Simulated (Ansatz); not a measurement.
# CeC (Fm-3m): from the cell to its phonons, part 2 of 2

Aim: the vibrations of CeC (Fm-3m), their spectra, and whether the structure is stable.

Ansatz 0.2.0; DFT PBEsol, scalar-relativistic, plane waves, PAW.

So far: The starting structure; Bringing the structure to rest. The relaxed cell has a = 5.125 Å (conventional setting).

## (3) Relaxing to small forces for the phonons

Phonons need a cell at rest on their own settings, so the relaxation is repeated with tight tolerances on forces and stress, using the mesh and the filling of the phonon run that follows.

The input, input.yaml:

```yaml
crystal:
  lattice:
    - [0.0, 2.5627255829, 2.5627255829]
    - [2.5627255829, 0.0, 2.5627255829]
    - [2.5627255829, 2.5627255829, 0.0]
  atoms:
    - { symbol: Ce, position: [0.0, 0.0, 0.0] }
    - { symbol: C, position: [0.5, 0.5, 0.5] }
kpoints:
  mp_grid: { grid: [16, 16, 16] }
hamiltonian:
  xc: pbesol
scf:
  occupations: { method: methfessel_paxton, width: 0.2 }
output:
  forces: true
  stress: true
  eigenvalues: true
relax:
  adjacent_minimum: "off"
  f_tol: 0.001
  max_steps: 60
  cell: { stress_tol: 0.01 }
```

Command:

```bash
> ansatz run input.yaml --threads 8 --pin off --max-ram 14336MiB --backend cpu --events-out ev --progress --plain --runs-dir out
```

Numbers of over 12 decimals in the logs are rounded to 6 here.

Log:

```text
[...]
Crystal: 2 atoms, lattice volume = 33.662 Å³
Basis set: ecut = 420 eV, 645 PW (Γ), exchange–correlation on 50×50×50 points (8 copies of the dense FFT grid, shifted against one another)
Bands: 18, of which v1, the nominal top of the filled ones, is band 8 counted from 1 (7 counted from 0)
Symmetry: 48 space group operations
[...]
k-points: 145 of 4096
[...]
k-point 144: bands = [... 4 lower, 5.5111, 11.9021, 13.5511, 13.5511, 14.2221, 14.2221, 14.5118, 14.5118, ... 6 higher]
--- Relaxed structure (1 steps of the walk, 1 accepted, 1 SCFs on fresh bases) ---
[...]
cell:  # Å, volume = 33.6617 Å³
    - [0.0, 2.5627255829, 2.5627255829]
    - [2.5627255829, 0.0, 2.5627255829]
    - [2.5627255829, 2.5627255829, 0.0]
  atoms:
    - { symbol: Ce, position: [0.0, 0.0, 0.0] }
    - { symbol: C, position: [0.500000, 0.500000, 0.500000] }
[key lines of the parts left out:]
SCF converged after 5 iterations
Free energy (F): -6731.558864 eV
Fermi energy:    13.731949 eV
P = ⅓ Tr σ = -0.0069 GPa (-0.069 kbar)
```

Wall time 1.3 s (8 threads of Intel Xeon 6975P-C (Granite Rapids), shared host); peak memory 0.47 GiB; 7.3 s of CPU time.

Little changed from the start: no atom moved by 0.005 Å and no cell edge by 0.1 %.

Numbers from this step:

| Property | Result |
| --- | --- |
| pressure | -0.006911 GPa |

The forces vanish by symmetry and the pressure is -0.007 GPa, within the tolerances set. The cell now holds 16.83 Å³/atom.

## (4) Zone-centre response

The zone centre comes first: it holds the modes that light can see, as far as symmetry allows. No field response is asked, since the mesh shows no gap.

Changes to input.yaml since step 3:

```diff
@@ -15,9 +15,4 @@
 output:
-  forces: true
-  stress: true
   eigenvalues: true
-relax:
-  adjacent_minimum: "off"
-  f_tol: 0.001
-  max_steps: 60
-  cell: { stress_tol: 0.01 }
+phonons:
+  method: dfpt
```

Log:

```text
[...]
Crystal: 2 atoms, lattice volume = 33.662 Å³
Basis set: ecut = 420 eV, 645 PW (Γ), exchange–correlation on 50×50×50 points (8 copies of the dense FFT grid, shifted against one another)
Bands: 18, of which v1, the nominal top of the filled ones, is band 8 counted from 1 (7 counted from 0)
Symmetry: 48 space group operations
k-points: 349 of 4096 (irreducible under 8 space group operations, time reversal used)
[...]
SCF iter   1: F=—  HF=-6736.907379 eV  |F-HF|=—  |Δ(HF+E_count)|=         —  Δρ=2.46e-1  dr2=1.71e1  ethr=3.10e-3  ⟨swp⟩=5.1  Hψ=29459  notcnv=0
[...]
SCF iter  17: F=-6731.558864 eV  HF=-6731.558864 eV  |F-HF|=3.64e-12  |Δ(HF+E_count)|=  7.28e-12  S|Δr|=    0.00e0  Δρ=7.64e-8  dr2=1.95e-12  ethr=1.00e-12  ⟨swp⟩=9.2  Hψ=28052  notcnv=0
SCF 1 converged in 17 iterations: F = -6731.558864 eV  dr2 = 1.95e-12
[...]
DFPT response loops at Γ: preconditioner auto → Kerker (q_TF=auto, 2.410 Å⁻¹) (partly filled bands, converged f_vac=0.005); β = 1.00, the filter's whole step (`scf.mixing.beta` (0.50) is not read by the response loops under this deck's `scf.mixing.preconditioner`; to damp them name `kerker` or `kerker_dos`, under which they read `scf.mixing.beta`, and type it under 1.00, their step now; both keys bind the ground state too); Broyden in place of MSR1
SCF converged after 17 iterations
[...]
Free energy (F): -6731.558864 eV
[...]
Internal energy: -6731.564139 eV  (E = F + TS)
E sigma→0 (E₀):  -6731.560182 eV
Entropy (-TS):   0.005275 eV (2.638 meV/atom)
Fermi energy:    13.731949 eV
[...]
--- Band table (eV; the first three rows and the last of 349) ---
  k-point 0: bands = [... 4 lower, 4.5915, 13.0655, 13.0655, 13.0655, 14.0330, 14.7533, 14.7533, 14.7533, ... 6 higher]
  k-point 1: bands = [... 4 lower, 4.7053, 12.9806, 13.0200, 13.0200, 14.0186, 14.7140, 14.7140, 14.7539, ... 6 higher]
  k-point 2: bands = [... 4 lower, 5.0158, 12.7179, 12.8842, 12.8842, 13.9899, 14.6282, 14.6282, 14.7555, ... 6 higher]
  k-point 348: bands = [... 4 lower, 5.5111, 11.9021, 13.5511, 13.5511, 14.2221, 14.2221, 14.5118, 14.5118, ... 6 higher]
--- Phonons (Γ-DFPT): 2 representative perturbations + reference, on 349 of 4096 k-points (Σ response iterations 9) ---
  k mesh reduced under 8 symmetry operations, with k and −k counted as one. Each operation leaves every solved perturbation unchanged. A smaller set is not used because it would not reduce the number of displacements times k-points to solve
  ASR residual: 3.121e-5 → 0.000e0 eV/Å²; symmetrization residual: 6.623e-7 eV/Å²
  ASR residual per site (eV/Å²): 2.90e-5 3.12e-5
  Γ frequencies (cm⁻¹): 0.00 0.00 0.00 107.83 107.83 107.83
  non-analytic LO–TO correction: not included (Born effective charges unavailable; polar crystals: no LO–TO splitting at Γ)
```

Wall time 6.8 s (8 threads); peak memory 0.95 GiB.

Numbers from this step:

| Item | Value |
| --- | --- |
| sum-rule residual before enforcement | 3.12e-5 eV/Å² |
| point group | m-3m |
| highest optical mode at the zone centre (no LO-TO term) | 107.8 cm⁻¹ |
| lowest optical zone-centre mode | 107.8 cm⁻¹ |

Patterns of degenerate modes are one choice out of their space. Modes at Γ, with each element's share of the kinetic energy:

```tsv
mode	frequency (cm⁻¹)	symmetry	Ce %	C %
1	0.0	acoustic	92	8
2	0.0	acoustic	92	8
3	0.0	acoustic	92	8
4	107.8	T1u	8	92
5	107.8	T1u	8	92
6	107.8	T1u	8	92
```

Displacements in mode 5 (107.8 cm⁻¹), the largest set to 1:
```
Ce1  0.00 -0.02 -0.09
C2   0.00  0.24  1.00
```

Before it was imposed, the acoustic sum rule was missed by 3.1e-5 eV/Å². Small misses are needed for a sound result but don't prove that mesh and cutoff are converged. The lowest optical mode is real, 108 cm⁻¹.

## (5) The dispersion

Stability and thermal properties need the whole zone. Linear response on a 4×4×4 q mesh gives force constants as far as a supercell of that size would.

Changes to input.yaml since step 4:

```diff
@@ -18 +18,8 @@
   method: dfpt
+  qmesh: [4, 4, 4]
+  temperatures: { t_max: 1000, t_step: 50 }
+  qpath:
+    path:
+      - [[0.0, 0.0, 0.0], [0.5, 0.0, 0.5], [0.625, 0.25, 0.625]]
+      - [[0.375, 0.375, 0.75], [0.0, 0.0, 0.0], [0.5, 0.5, 0.5], [0.5, 0.25, 0.75], [0.5, 0.0, 0.5]]
+    npoints: 10
```

Log:

```text
[...]
Crystal: 2 atoms, lattice volume = 33.662 Å³
Basis set: ecut = 420 eV, 645 PW (Γ), exchange–correlation on 50×50×50 points (8 copies of the dense FFT grid, shifted against one another)
Bands: 18, of which v1, the nominal top of the filled ones, is band 8 counted from 1 (7 counted from 0)
Symmetry: 48 space group operations
k-points: 145 of 4096
[...]
SCF iter   1: F=—  HF=-6736.907374 eV  |F-HF|=—  |Δ(HF+E_count)|=         —  Δρ=2.46e-1  dr2=1.71e1  ethr=3.10e-3  ⟨swp⟩=5.1  Hψ=12229  notcnv=0
[...]
SCF iter  17: F=-6731.558864 eV  HF=-6731.558864 eV  |F-HF|=1.82e-12  |Δ(HF+E_count)|=  1.82e-12  S|Δr|=    0.00e0  Δρ=6.90e-8  dr2=1.64e-12  ethr=1.00e-12  ⟨swp⟩=9.1  Hψ=11547  notcnv=0
SCF 1 converged in 17 iterations: F = -6731.558864 eV  dr2 = 1.64e-12
[...]
SCF iter   1: F=—  HF=-6731.558864 eV  |F-HF|=—  |Δ(HF+E_count)|=         —  Δρ=1.07e-7  dr2=1.06e-12  ethr=3.37e-9  ⟨swp⟩=3.7  Hψ=21515  notcnv=0
eigensolver tolerance schedule: the retry pair's looser diagonalisation over-reported the residual by 510878.55 of it (diagonalisation noise at 1.25 of the residual, at the tolerance the schedule requests for it); recorded, not acted on — ethr = c·dr2/N_el stays at c = 1.0e-1
[...]
SCF iter   2: F=-6731.558864 eV  HF=-6731.558864 eV  |F-HF|=3.64e-12  |Δ(HF+E_count)|=   3.14e-8  S|Δr|=    0.00e0  Δρ=1.03e-7  dr2=1.33e-12  ethr=1.00e-12  ⟨swp⟩=6.8  Hψ=9464  notcnv=0
SCF 2 converged in 2 iterations: F = -6731.558864 eV  dr2 = 1.33e-12
phonons: the bands overlap, so this run is a metal and interpolates without the dipole-dipole term. If the crystal is really an insulator or semiconductor, its LO-TO splitting is missing
NSCF: frozen V_eff on 145 k-points
[...]
DFPT response loops at q = (0, 0, 0) (fractional): preconditioner auto → Kerker (q_TF=auto, 2.410 Å⁻¹) (partly filled bands, converged f_vac=0.005); β = 1.00, the filter's whole step (`scf.mixing.beta` (0.50) is not read by the response loops under this deck's `scf.mixing.preconditioner`; to damp them name `kerker` or `kerker_dos`, under which they read `scf.mixing.beta`, and type it under 1.00, their step now; both keys bind the ground state too); Broyden in place of MSR1
[...]
SCF converged after 17 iterations
[...]
Free energy (F): -6731.558864 eV
[...]
Internal energy: -6731.564139 eV  (E = F + TS)
E sigma→0 (E₀):  -6731.560182 eV
Entropy (-TS):   0.005275 eV (2.638 meV/atom)
Fermi energy:    13.731949 eV
[...]
--- Band table (eV; the first three rows and the last of 145) ---
  k-point 0: bands = [... 4 lower, 4.5915, 13.0655, 13.0655, 13.0655, 14.0330, 14.7533, 14.7533, 14.7533, ... 6 higher]
  k-point 1: bands = [... 4 lower, 4.7053, 12.9806, 13.0200, 13.0200, 14.0186, 14.7140, 14.7140, 14.7539, ... 6 higher]
  k-point 2: bands = [... 4 lower, 5.0158, 12.7179, 12.8842, 12.8842, 13.9899, 14.6282, 14.6282, 14.7555, ... 6 higher]
  k-point 144: bands = [... 4 lower, 5.5111, 11.9021, 13.5511, 13.5511, 14.2221, 14.2221, 14.5118, 14.5118, ... 6 higher]
--- Phonons (Γ-DFPT): 2 representative perturbations + reference (Σ response iterations 9) ---
  ASR residual: 3.121e-5 → 0.000e0 eV/Å²; symmetrization residual: 2.493e-7 eV/Å²
  ASR residual per site (eV/Å²): 2.46e-5 3.12e-5
  Γ frequencies (cm⁻¹): 0.00 0.00 0.00 107.83 107.83 107.83
--- Phonons (arbitrary-q DFPT): 8 irreducible q on the 4×4×4 mesh ---
  q = [0.0000, 0.0000, 0.0000] (star 1, of the zone-centre solve; hermiticity 1.05e-6, symmetrization 1.83e-11): -0.00 0.00 0.00 107.83 107.83 107.83
  q = [0.0000, 0.0000, 0.2500] (star 8, 2 solved perturbations on 2176 of 4096 k-point pairs; hermiticity 5.60e-7, symmetrization 5.47e-13): 65.19 65.19 132.58 142.69 142.69 336.25
[...]
q = [0.0000, 0.2500, 0.2500] (star 6, 4 solved perturbations in 3616 linear systems a pass and spin channel, the states on 1160 of 4096 k-point pairs; hermiticity 1.16e-7, symmetrization 6.68e-14): 77.95 77.95 132.52 171.14 171.14 295.05
[...]
sum rule: each row above includes the acoustic sum rule's correction from the zone centre's row sums; it moved no ω² by more than (0.84 cm⁻¹)²
  mesh force constants: q→R imaginary residual 8.58e-19; ASR residual 3.121e-5 → 0.000e0 eV/Å²; symmetrization residual 5.329e-15 eV/Å²
  interpolated dispersion: 62 rows × 6 modes
  density of states and harmonic sums: on the 24×24×24 q-mesh, interpolated from the force constants of a 4×4×4 supercell (no non-analytic term)
  largest difference from the sums on the solved wave vectors: F 1.27e-2 eV, S 1.52e-5 and C_V 4.33e-6 eV/K
  zero-point energy: 0.064626 eV/cell   skipped modes (ω ≤ 0): 35, of them read as no rigid motion or as one in doubt: 32 (6.445e-2 modes/cell left out, lowest -212.59 cm⁻¹)   left out of the sums: 1.08e-2 of the cell's modes: C_V's classical limit lies that fraction below 3 k_B per atom; for a crystal, a wire or a layer, F and S can be off by more, and a phonons.interpolated_qmesh denser along its periods is the remedy for the sampling
```

Run time: 3.4 min. Hardware: 8 threads; peak memory 5.9 GiB; 24 min of CPU time.

Numbers from this step:

- lowest frequency on the path: -212.6 cm⁻¹
- highest frequency on the path or at a solved wavevector: 447.9 cm⁻¹
- lowest mode on the q mesh (acoustic modes at Γ apart): -212.6 cm⁻¹

Frequencies (cm⁻¹) solved at each irreducible wavevector; negative means imaginary. Frequencies by wavevector, by row:

```tsv
q in reciprocal lattice units	star	mode 1	mode 2	mode 3	mode 4	mode 5	mode 6
0 0 0	1	0	0	0	107.8	107.8	107.8
0 0 0.25	8	65.2	65.2	132.6	142.7	142.7	336.2
0 0 -0.5	4	101.6	101.6	208.7	218.9	218.9	447.9
0 0.25 0.25	6	78	78	132.5	171.1	171.1	295.1
0 0.25 -0.5	24	105.9	126.8	160.1	180.8	191.7	340.7
0 0.25 -0.25	12	102.1	117.7	169.9	183.7	206.2	387.9
0 -0.5 -0.5	3	-212.6	108.8	108.8	151.3	151.3	167.5
0.25 -0.5 -0.25	6	142.3	144.8	144.8	151.8	151.8	300.5
```

Interpolated from a 4×4×4 q mesh. The phonon branches at the labelled points (cm⁻¹):

```tsv
point	branch 1	branch 2	branch 3	branch 4	branch 5	branch 6
Γ	0	0	0	108	108	108
halfway	78	78	132	171	171	295
X	-213	109	109	151	151	168
halfway	-162	110	128	154	165	202
U	109	112	154	160	166	294
jump to K	109	112	154	160	166	294
halfway	83	88	146	159	177	361
Γ	0	0	0	108	108	108
halfway	65	65	133	143	143	336
L	102	102	209	219	219	448
halfway	112	126	179	195	213	384
W	142	145	145	152	152	300
halfway	-112	119	130	155	163	236
X	-213	109	109	151	151	168
```

The phonon branches as a text plot (rows in cm⁻¹):

```
    434 |                                      ******
    407 |                                     *      *
    379 |                   ****             *        *
    351 |                  *    *                      *
    324 |                        *          *           *
    296 |      *          *                *             ***
    269 |    ** *        *        **                        **
    241 |   *           *                 *
    214 |        *     *    ***     *          *********      *
    186 |  *    ****       ******        *    **    *****
    159 |    ***  ********** *****           *         **********
    131 | ***  ***     **   ***  *****  *  **        **********
    104 |** ***  ***************  **********   *********      ***
     76 |    ****        *      **  *     * ***             *
     49 |  **                     **     ***
     21 | **                        **  **
     -6 |*                            **
    -34 |         **
    -61 |                                                    *
    -89 |
   -116 |               *
   -144 |                                                     *
   -171 |           *  *
   -199 |            **                                        **
         Γ           X  U|K            Γ         L        W     X
```

Tetrahedra on a 24×24×24 mesh, mean over bins of 10 cm-1. Interpolated from a 4×4×4 q mesh. Phonon density of states against wavenumber; read off at these points:

wavenumber (cm⁻¹), phonon density of states (1/cm⁻¹/cell) and a bar:
```
     -215     0.0000 
     -195     0.0002 
     -175     0.0003 
     -165     0.0003 
     -145     0.0004 
     -125     0.0004 
     -105     0.0004 
      -95     0.0003 
      -75     0.0003 
      -55     0.0003 
      -35     0.0003 
      -15     0.0003 
       -5     0.0003 
       15     0.0007 
       35     0.0024 #
       55     0.0055 ###
       75     0.0111 ######
       85     0.0162 #########
      105     0.0464 #########################
      125     0.0324 #################
      145     0.0244 #############
      155     0.0283 ###############
      175     0.0563 ##############################
      195     0.0288 ###############
      215     0.0135 #######
      235     0.0015 #
      245     0.0018 #
      265     0.0024 #
      285     0.0033 ##
      305     0.0055 ###
      325     0.0059 ###
      335     0.0060 ###
      355     0.0065 ###
      375     0.0072 ####
      385     0.0073 ####
      395     0.0054 ###
      405     0.0042 ##
      425     0.0026 #
      445     0.0006
```

The partial phonon density of states has structure finer than the step of the table below, so its rows give means over 20 cm⁻¹, whole bins alone (the curve runs from -214 to 470 cm⁻¹). Peaks (cm⁻¹: height): C 177.5: 0.0357, 375.4: 0.00731; Ce 108.7: 0.0449, 168.9: 0.0258.

Phonopy on the run's constants, 19x19x19 mesh, Gaussian sigma 4.9 cm-1. Interpolated from a 4×4×4 q mesh. Table of partial phonon density of states by wavenumber; means over each step; values in 1/cm⁻¹/cell:

```tsv
wavenumber (cm⁻¹)	C	Ce
-200	1.6e-4	0
-180	3.2e-4	5.2e-6
-160	3.2e-4	7.7e-6
-140	3.8e-4	1.2e-5
-120	4.8e-4	1.8e-5
-100	4.8e-4	2.2e-5
-80	3.0e-4	1.3e-5
-60	5.7e-7	0
-40	1.8e-4	1.2e-5
-20	3.1e-4	2.1e-5
0	4.7e-6	5.5e-5
20	9.1e-5	7.6e-4
40	7.2e-4	0.00269
60	7.0e-4	0.00610
80	0.00123	0.0131
100	0.00210	0.0330
120	0.00576	0.0334
140	0.00799	0.0193
160	0.0196	0.0198
180	0.0329	0.0157
200	0.0212	0.00425
220	0.00860	9.8e-4
240	0.00184	9.6e-5
260	0.00195	5.1e-5
280	0.00330	7.6e-5
300	0.00464	7.4e-5
320	0.00564	8.5e-5
340	0.00597	7.8e-5
360	0.00654	7.5e-5
380	0.00695	6.7e-5
400	0.00491	3.5e-5
420	0.00299	1.0e-5
440	0.00131	3.3e-7
460	5.2e-5	0
```

Second derivatives of the energy by pair, one row for each kind of neighbour of each atom listed. Each entry sums the pair over the periodic images of the supercell that the q mesh stands for, and in a polar crystal it holds the long-range dipole part too. Force constants by pair, by row:

```tsv
atom	neighbour	distance (Å)	third of the trace (eV/Å²)	along the pair's line (eV/Å²)
Ce1	itself	0	8.895	–
Ce1	C	2.563	-0.2994	-0.1816
Ce1	Ce	3.624	-0.6128	-2.222
Ce1	C	4.439	0.091	0.318
Ce1	Ce	5.125	-0.2995	-0.8218
Ce1	C	5.73	0.032	0.0956
Ce1	Ce	6.277	0.0082	0.025
Ce1	Ce	7.248	0.0403	0.0366
C2	itself	0	2.55	–
C2	Ce	2.563	-0.2994	-0.1816
C2	C	3.624	-0.0161	-0.5917
C2	Ce	4.439	0.091	0.318
C2	C	5.125	-0.3475	-0.7565
C2	Ce	5.73	0.032	0.0956
C2	C	6.277	0.006	-0.0314
C2	C	7.248	-0.057	-0.1056
```

Symmetry leaves 8 wavevectors to solve. The lowest mode among them, the acoustic zeros apart, lies at q = (0, -0.5, -0.5) and is imaginary, 212.6i cm⁻¹, so the energy falls along it.

## (6) Summary of results

| Item | Value |
| --- | --- |
| space group after relaxation (within 0.01 Å) | Fm-3m |
| volume per atom | 16.8 Å³ |
| electronic character | no gap on this mesh |
| highest optical mode at the zone centre (no LO-TO term) | 108 cm⁻¹ |
| lowest optical zone-centre mode | 108 cm⁻¹ |
| lowest mode on the q mesh (acoustic modes at Γ apart) | -213 cm⁻¹ |
| highest frequency on the path or at a solved wavevector | 448 cm⁻¹ |
| imaginary modes on the 4×4×4 q mesh | yes |

What this shows: Modes are clearly imaginary (beyond 10i cm⁻¹) at 1 of the 8 irreducible wavevectors, most at q = (0, -0.5, -0.5) (212.6i cm⁻¹), so this structure is not a minimum of the energy. The optical modes at Γ form one degenerate level at 108 cm⁻¹. The highest mode in this list at Γ, 107.8 cm⁻¹, is mostly motion of C (92 % of the kinetic energy). With no gap, or one that is small against the smearing, the frequencies hang on the k mesh and the smearing, most of all near Kohn anomalies. The phonon runs are without spin polarisation, although Ce often carries a moment. The 4f shell is treated without a U, so valence and screening may be off. Spin-orbit coupling is left out, which can matter for the heavy elements here. These are harmonic frequencies at zero temperature: anharmonic shifts, linewidths and thermal expansion are left out.

[Logs are printed without paths, hosts, clocks, repeated set-up lines and the standing remarks that a program may print on its own settings, such as how far it seeks lower states.]

[Hosts, paths, dates, database ids (printed as entryN), source tags and the programs' standing remarks are cut or masked in the printed files.]
